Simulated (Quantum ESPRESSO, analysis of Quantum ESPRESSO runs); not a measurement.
# Monovacancy in W: vacancy formation against experiment (Quantum ESPRESSO), part 2 of 2

How near does this set-up come to the measured vacancy formation? Subject: monovacancy in W. Set-up: PBEsol, GBRV 1.5 PBEsol, 32-site cell, PBEsol lattice, k: 4x4x4. The model is a cell of 32 host atoms with 1 W taken out. The formation energy is the energy of the cell with the vacancy less that of the same number of atoms in the perfect cell. A local or semilocal functional is the cheapest first rung.

Quantum ESPRESSO 7.5; PBEsol, GBRV 1.5 PBEsol, 32-site cell, PBEsol lattice, k: 4x4x4.

So far: Starting point; Relaxation, charge 0.

### Step 3. Defect-free supercell

The perfect cell is run with the same cutoff and k-points as the defect cell, so that sampling errors largely cancel in the difference.

This step: Quantum ESPRESSO plane-wave DFT, PBEsol, GBRV 1.5 PBEsol potentials; single point of a defect-free cell.

System of this step: It takes space group Im-3m (No. 229, cubic). The conventional cell has a = 3.149 Å, b = 3.149 Å, c = 3.149 Å, α = 90.00°, β = 90.00°, γ = 90.00°. Nearest to W lie 8 W at 2.73 Å.

The input, pw.in:

```
&CONTROL
  calculation = 'scf'
  prefix = 'pwscf'
  outdir = './tmp'
  pseudo_dir = './pseudo'
  tprnfor = .true.
  disk_io = 'low'
/
&SYSTEM
  ibrav = 0
  nat = 32
  ntyp = 1
  ecutwfc = 45
  ecutrho = 360
  nbnd = 291
  occupations = 'smearing'
  smearing = 'mv'
  degauss = 0.00734986
/
&ELECTRONS
  conv_thr = 3d-08
  electron_maxstep = 100
  mixing_beta = 0.5
/
ATOMIC_SPECIES
W    183.8400 w_pbesol_v1.2.uspp.F.UPF
CELL_PARAMETERS angstrom
   0.0000000000    6.2984931941    6.2984931941
   6.2984931941    0.0000000000    6.2984931941
   6.2984931941    6.2984931941    0.0000000000
ATOMIC_POSITIONS crystal
W      0.0000000000    0.0000000000    0.0000000000
W      0.1250000000    0.1250000000    0.1250000000
W      0.2500000000    0.2500000000    0.2500000000
W      0.3750000000    0.3750000000    0.3750000000
W      0.0000000000    0.0000000000    0.5000000000
W      0.1250000000    0.1250000000    0.6250000000
W      0.2500000000    0.2500000000    0.7500000000
W      0.3750000000    0.3750000000    0.8750000000
[... 18 atom lines left out ...]
W      0.7500000000    0.7500000000    0.2500000000
W      0.8750000000    0.8750000000    0.3750000000
W      0.5000000000    0.5000000000    0.5000000000
W      0.6250000000    0.6250000000    0.6250000000
W      0.7500000000    0.7500000000    0.7500000000
W      0.8750000000    0.8750000000    0.8750000000
K_POINTS automatic
4 4 4 0 0 0
```

Launch:

```console
$ OMP_NUM_THREADS=1 mpirun -n 4 pw.x -nk 4 -in pw.in > pw.out
```

Log:

```text
[banner, memory and clock lines left out]
          URL

     Found identity + (  0.1250  0.1250  0.1250) symmetry
     This is a supercell, fractional translations are disabled
     Message from routine setup:
     using ibrav=0 with symmetry is DISCOURAGED, use correct ibrav instead

     G-vector sticks info

     bravais-lattice index     =            0
     lattice parameter (alat)  =      16.8326  a.u.
     unit-cell volume          =    3372.3807 (a.u.)^3
     number of atoms/cell      =           32
     number of atomic types    =            1
     number of electrons       =       448.00
     number of Kohn-Sham states=          291
     kinetic-energy cutoff     =      45.0000  Ry
     charge density cutoff     =     360.0000  Ry
     scf convergence threshold =      3.0E-08
     mixing beta               =       0.5000
     number of iterations used =            8  plain     mixing
     Exchange-correlation= SLA  PW   PSX  PSC
                           (   1   4  10   8   0   0   0)

     celldm(1)=  16.832574  celldm(2)=   0.000000  celldm(3)=   0.000000
     celldm(4)=   0.000000  celldm(5)=   0.000000  celldm(6)=   0.000000

     crystal axes: (cart. coord. in units of alat)
               a(1) = (   0.000000   0.707107   0.707107 )
               a(2) = (   0.707107   0.000000   0.707107 )
               a(3) = (   0.707107   0.707107   0.000000 )

     reciprocal axes: (cart. coord. in units 2 pi/alat)
               b(1) = ( -0.707107  0.707107  0.707107 )
               b(2) = (  0.707107 -0.707107  0.707107 )
               b(3) = (  0.707107  0.707107 -0.707107 )

     PseudoPot. # 1 for W  read from file:
     w_pbesol_v1.2.uspp.F.UPF
     Pseudo is Ultrasoft + core correction, Zval = 14.0
     Generated by new atomic code, or converted to UPF format
     Using radial grid of  923 points,  8 beta functions with:
                l(1) =   0
                l(2) =   0
                l(3) =   0
                l(4) =   1
                l(5) =   1
                l(6) =   2
                l(7) =   2
                l(8) =   3
     Q(r) pseudized with  6 coefficients,  rinner =    1.350   1.350   1.350
                                                       1.350   1.350   1.350
                                                       1.350

     atomic species   valence    mass     pseudopotential
     W                14.00   183.84000     W ( 1.00)

     48 Sym. Ops., with inversion, found

   Cartesian axes

     site n.     atom                  positions (alat units)
         1        W      tau(   1) = (   0.0000000   0.0000000   0.0000000  )
         2        W      tau(   2) = (   0.1767767   0.1767767   0.1767767  )
         3        W      tau(   3) = (   0.3535534   0.3535534   0.3535534  )
         4        W      tau(   4) = (   0.5303301   0.5303301   0.5303301  )
         5        W      tau(   5) = (   0.3535534   0.3535534   0.0000000  )
         6        W      tau(   6) = (   0.5303301   0.5303301   0.1767767  )
         7        W      tau(   7) = (   0.7071068   0.7071068   0.3535534  )
         8        W      tau(   8) = (   0.8838835   0.8838835   0.5303301  )
         9        W      tau(   9) = (   0.3535534   0.0000000   0.3535534  )
        10        W      tau(  10) = (   0.5303301   0.1767767   0.5303301  )
[...]
28        W      tau(  28) = (   0.8838835   0.8838835   1.2374369  )
        29        W      tau(  29) = (   0.7071068   0.7071068   0.7071068  )
        30        W      tau(  30) = (   0.8838835   0.8838835   0.8838835  )
        31        W      tau(  31) = (   1.0606602   1.0606602   1.0606602  )
        32        W      tau(  32) = (   1.2374369   1.2374369   1.2374369  )

     number of k points=     8  Marzari-Vanderbilt smearing, width (Ry)=  0.0073
                       cart. coord. in units 2pi/alat
        k(    1) = (   0.0000000   0.0000000   0.0000000), wk =   0.0312500
        k(    2) = (   0.1767767   0.1767767  -0.1767767), wk =   0.2500000
        k(    3) = (  -0.3535534  -0.3535534   0.3535534), wk =   0.1250000
        k(    4) = (   0.3535534   0.0000000   0.0000000), wk =   0.1875000
        k(    5) = (  -0.1767767  -0.5303301   0.5303301), wk =   0.7500000
        k(    6) = (   0.0000000  -0.3535534   0.3535534), wk =   0.3750000
        k(    7) = (  -0.7071068   0.0000000   0.0000000), wk =   0.0937500
        k(    8) = (  -0.7071068   0.3535534   0.0000000), wk =   0.1875000

     Dense  grid:   388703 G-vectors     FFT dimensions: ( 108, 108, 108)

     Smooth grid:   137483 G-vectors     FFT dimensions: (  72,  72,  72)

     Initial potential from superposition of free atoms

     starting charge     444.7900, renormalised to     448.0000

     negative rho (up, down):  1.998E+00 0.000E+00
     Starting wfcs are  416 randomized atomic wfcs

     Self-consistent Calculation

     iteration #  1     ecut=    45.00 Ry     beta= 0.50
     Davidson diagonalization with overlap
     ethr =  1.00E-02,  avg # of iterations =  2.0

     Threshold (ethr) on eigenvalues was too large:
     Diagonalizing with lowered threshold

     Davidson diagonalization with overlap
     ethr =  3.59E-04,  avg # of iterations =  1.2

[...]
ethr =  1.65E-06,  avg # of iterations =  4.0

     negative rho (up, down):  2.131E+00 0.000E+00

     total energy              =   -5089.42584148 Ry
     estimated scf accuracy    <       0.00065498 Ry

     iteration #  5     ecut=    45.00 Ry     beta= 0.50
     Davidson diagonalization with overlap
     ethr =  1.46E-07,  avg # of iterations =  3.8

     negative rho (up, down):  2.129E+00 0.000E+00

     total energy              =   -5089.42585069 Ry
     estimated scf accuracy    <       0.00022807 Ry

     iteration #  6     ecut=    45.00 Ry     beta= 0.50
     Davidson diagonalization with overlap
     ethr =  5.09E-08,  avg # of iterations =  2.0

     negative rho (up, down):  2.128E+00 0.000E+00

     total energy              =   -5089.42589619 Ry
     estimated scf accuracy    <       0.00001187 Ry

     iteration #  7     ecut=    45.00 Ry     beta= 0.50
     Davidson diagonalization with overlap
     ethr =  2.65E-09,  avg # of iterations =  5.5

     negative rho (up, down):  2.124E+00 0.000E+00

     total energy              =   -5089.42589961 Ry
     estimated scf accuracy    <       0.00001025 Ry

     iteration #  8     ecut=    45.00 Ry     beta= 0.50
     Davidson diagonalization with overlap
     ethr =  2.29E-09,  avg # of iterations =  2.0

     negative rho (up, down):  2.121E+00 0.000E+00

     total energy              =   -5089.42589788 Ry
     estimated scf accuracy    <       0.00001339 Ry

     iteration #  9     ecut=    45.00 Ry     beta= 0.50
     Davidson diagonalization with overlap
     ethr =  2.29E-09,  avg # of iterations =  1.4

     negative rho (up, down):  2.123E+00 0.000E+00

     total energy              =   -5089.42589640 Ry
     estimated scf accuracy    <       0.00000416 Ry

     iteration # 10     ecut=    45.00 Ry     beta= 0.50
     Davidson diagonalization with overlap
     ethr =  9.29E-10,  avg # of iterations =  2.0

     negative rho (up, down):  2.124E+00 0.000E+00

     total energy              =   -5089.42589684 Ry
     estimated scf accuracy    <       0.00000030 Ry

     iteration # 11     ecut=    45.00 Ry     beta= 0.50
     Davidson diagonalization with overlap
     ethr =  6.70E-11,  avg # of iterations =  2.6

     negative rho (up, down):  2.124E+00 0.000E+00

     End of self-consistent calculation

          k = 0.0000 0.0000 0.0000 ( 17153 PWs)   bands (ev):

   -51.2636 -51.1690 -51.1690 -51.1690 -51.1689 -51.1689 -51.1689 -51.1689
   -51.1689 -51.1297 -51.1297 -51.1297 -51.1297 -51.1297 -51.1296 -51.1198
   -51.1198 -51.1198 -51.1198 -51.1198 -51.1197 -51.1100 -51.1099 -51.0803
   -51.0803 -51.0803 -51.0803 -51.0803 -51.0803 -51.0803 -51.0802 -51.0134
   -16.1540 -16.1540 -16.1540 -16.1540 -16.1540 -16.1540 -15.7836 -15.7836
   -15.7836 -15.7836 -15.7836 -15.7835 -15.7835 -15.7835 -15.7835 -15.7835
   -15.7835 -15.7835 -15.7835 -15.7835 -15.7835 -15.7835 -15.7425 -15.7425
   -15.7425 -15.6968 -15.6968 -15.6968 -15.6968 -15.6968 -15.6968 -15.6968
   -15.6968 -15.5306 -15.5306 -15.5306 -15.5306 -15.5306 -15.5306 -15.4846
   -15.4846 -15.4846 -15.4846 -15.4846 -15.4846 -15.2650 -15.2650 -15.2650
[...]
26.4351  26.4351  26.4351

          k = 0.1768 0.1768-0.1768 ( 17177 PWs)   bands (ev):

[...]
26.6012  26.6012  26.7079

          k =-0.3536-0.3536 0.3536 ( 17196 PWs)   bands (ev):

[...]
26.9282  26.9282  27.0505

          k = 0.3536 0.0000 0.0000 ( 17137 PWs)   bands (ev):

[...]
26.5583  26.5583  26.5583

          k =-0.1768-0.5303 0.5303 ( 17210 PWs)   bands (ev):

[...]
26.5184  27.1855  27.1855

          k = 0.0000-0.3536 0.3536 ( 17188 PWs)   bands (ev):

[...]
26.7072  26.7943  26.7944

          k =-0.7071 0.0000 0.0000 ( 17182 PWs)   bands (ev):

[...]
26.7998  26.7999  27.1416

          k =-0.7071 0.3536 0.0000 ( 17244 PWs)   bands (ev):

[...]
24.2834  24.2834  24.2834  24.2834  25.3741  25.3741  25.3741  25.3741
    25.3741  25.3741  25.3741  25.3741  25.6565  25.6565  25.6565  25.6565
    25.8012  25.8012  25.8012  25.8012  25.9368  25.9368  25.9368  25.9368
    26.1137  26.1137  26.1137  26.1137  26.1137  26.1137  26.1137  26.1137
    26.1783  26.1783  26.1783  26.1783  26.1783  26.1783  26.1783  26.1783
    27.8381  27.8381  27.8381

     the Fermi energy is    22.9432 ev

!    total energy              =   -5089.42589689 Ry
     estimated scf accuracy    <          6.7E-09 Ry
     smearing contrib. (-TS)   =      -0.00388078 Ry
     internal energy E=F+TS    =   -5089.42201610 Ry

     The total energy is F=E-TS. E is the sum of the following terms:
     one-electron contribution =    -434.22238812 Ry
     hartree contribution      =     493.82009528 Ry
     xc contribution           =   -1313.62179356 Ry
     ewald contribution        =   -3835.39792969 Ry

     convergence has been achieved in  11 iterations

     negative rho (up, down):  2.124E+00 0.000E+00

     Forces acting on atoms (cartesian axes, Ry/au):

     atom    1 type  1   force =     0.00000000    0.00000000    0.00000000
     atom    2 type  1   force =     0.00000505    0.00000505    0.00000505
     atom    3 type  1   force =     0.00000000    0.00000000    0.00000000
     atom    4 type  1   force =    -0.00000783   -0.00000783   -0.00000783
     atom    5 type  1   force =     0.00000000   -0.00000000    0.00000000
     atom    6 type  1   force =    -0.00000505   -0.00000505    0.00000505
     atom    7 type  1   force =     0.00000000   -0.00000000   -0.00000413
     atom    8 type  1   force =     0.00000783    0.00000783   -0.00000783
     atom    9 type  1   force =    -0.00000000   -0.00000000    0.00000000
     atom   10 type  1   force =    -0.00000505    0.00000505   -0.00000505
[...]
atom   28 type  1   force =     0.00000505    0.00000505   -0.00000505
     atom   29 type  1   force =    -0.00000000    0.00000000    0.00000000
     atom   30 type  1   force =     0.00000783    0.00000783    0.00000783
     atom   31 type  1   force =     0.00000000    0.00000000    0.00000000
     atom   32 type  1   force =    -0.00000505   -0.00000505   -0.00000505

     Total force =     0.000047     Total SCF correction =     0.000251
     SCF correction compared to forces is large: reduce conv_thr to get better values
```

Run time: 11 min. Hardware: 4 MPI ranks of Arm Neoverse V2, shared host; peak memory 5 GiB.

### Step 4. What came out

| Property | Result |
| --- | --- |
| energy gained by relaxing the atoms | 0.08 eV |
| vacancy formation energy at fixed volume, 0 K | 3.24 eV |

In words: Vacancy formation energy: computed 3.24 eV, measured 3.5 to 4.1 eV; 0.26 eV outside the range, below it. The calculation is for 0 K; measured enthalpies come from near the melting point and hold vibrational and anharmonic parts. Semilocal functionals misjudge the energy of a vacancy's internal surface; LDA and PBEsol usually give larger values than PBE. Limits: the periodic copies of the defect are only 8.9 Å apart.

[Logs are printed without paths, hosts, clocks, repeated set-up lines and the standing remarks that a program may print on its own settings, such as how far it seeks lower states.]

[Hosts, paths, dates, database ids (printed as entryN), source tags and the programs' standing remarks are cut or masked in the printed files.]

[For some hosts the program warned that the k-mesh of the response run may be too coarse for force constants and the static dielectric constant; such warnings are not shown here.]
